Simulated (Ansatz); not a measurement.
An input for Ansatz 0.2.0 (SiO2 (Cristobalite)):

```yaml
crystal:
  lattice:
    - [4.982, 0.0, 0.0]
    - [0.0, 4.982, 0.0]
    - [0.0, 0.0, 6.963]
  atoms:
    - { symbol: Si, position: [0.29897, 0.29897, 0.0] }
    - { symbol: Si, position: [0.20103, 0.79897, 0.25] }
    - { symbol: Si, position: [0.70103, 0.70103, 0.5] }
    - { symbol: Si, position: [0.79897, 0.20103, 0.75] }
    - { symbol: O, position: [0.23989, 0.10347, 0.17813] }
    - { symbol: O, position: [0.39653, 0.73989, 0.42813] }
    - { symbol: O, position: [0.76011, 0.89653, 0.67813] }
    - { symbol: O, position: [0.60347, 0.26011, 0.92813] }
    - { symbol: O, position: [0.73989, 0.39653, 0.57187] }
    - { symbol: O, position: [0.89653, 0.76011, 0.32187] }
    - { symbol: O, position: [0.26011, 0.60347, 0.07187] }
    - { symbol: O, position: [0.10347, 0.23989, 0.82187] }
kpoints:
  mp_grid: { grid: [4, 4, 4] }
hamiltonian:
  xc: pbe
  pseudopotentials: { kind: paw, azcp: { folder: soft_1 } }
scf:
  occupations: { method: fixed }
dielectric: {}
```

The database entry behind the starting cell lists a temperature of 340 K, so it need not match the best structure at ambient conditions.

```sh
ansatz run input.yaml --threads 3 --pin off --max-ram 92160MiB --backend cuda --events-out ev --progress --plain --runs-dir out --devices 1 --max-vram 13GiB
```

**Question.** Estimate wall time and host memory on 1 × NVIDIA H100 80GB HBM3 (shared by 6 runs) with 3 threads of AMD EPYC 7R13 (Zen 3), shared host.

It took 34 s; on shared hardware allow 17 s to 68 s. Peak host memory was 1.9 GiB.

[Paths, hosts, dates, memory and timing lines, banners, echoed tables and standing remarks are left out of the program output.]

[Logs are printed without paths, hosts, clocks, repeated set-up lines and the standing remarks that a program may print on its own settings, such as how far it seeks lower states.]

[Runs of the session that timed out or met a known fault of the program may be left out.]

[Cells called generated may have been cut or substituted from an entry of the Crystallography Open Database or the Materials Project.]

[Hosts, paths, dates, database ids (printed as entryN), source tags and the programs' standing remarks are cut or masked in the printed files.]
